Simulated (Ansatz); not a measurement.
# Adsorbates on Ag(100): work function and surface dipole (PBE, PAW set soft_1)

How does each adsorbate change the work function of Ag(100), and what dipole does that imply?

All values are computed: Ansatz 0.2.0, PBE, plane waves, PAW set soft_1, scalar-relativistic unless marked; slabs or sheets with vacuum, the vacuum level from the planar mean of the electrostatic potential. One adsorbate a cell on the upper face, with a dipole correction; the clean face is a 1×1 run at the same level, relaxed.

| adsorbate | cell | area (Å²) | work function (eV) | change (eV) | dipole (D) |
| --- | --- | --- | --- | --- | --- |
| Pb | 2x2 | 34.4 | 3.91 | -0.29 | +0.26 |
| CH2 | 2x2 | 34.4 | 4.36 | +0.16 | -0.15 |
| CH3 | 2x2 | 34.4 | 4.40 | +0.20 | -0.18 |

The changes run from -0.29 eV (Pb) to +0.20 eV (CH3).

**Worked step.** The Helmholtz relation is ΔΦ = −μ/(ε₀A), with μ the dipole of one cell along the outward normal; in working units μ (D) = −ΔΦ (eV) × A (Å²) / 37.7. For Pb: −(-0.29) × 34.4 / 37.7 = +0.26 D. This is the whole change of the surface dipole, the metal's response included, and neighbouring dipoles weaken each other at these coverages.

Slabs of four or five layers; the site is the one reached from one start.
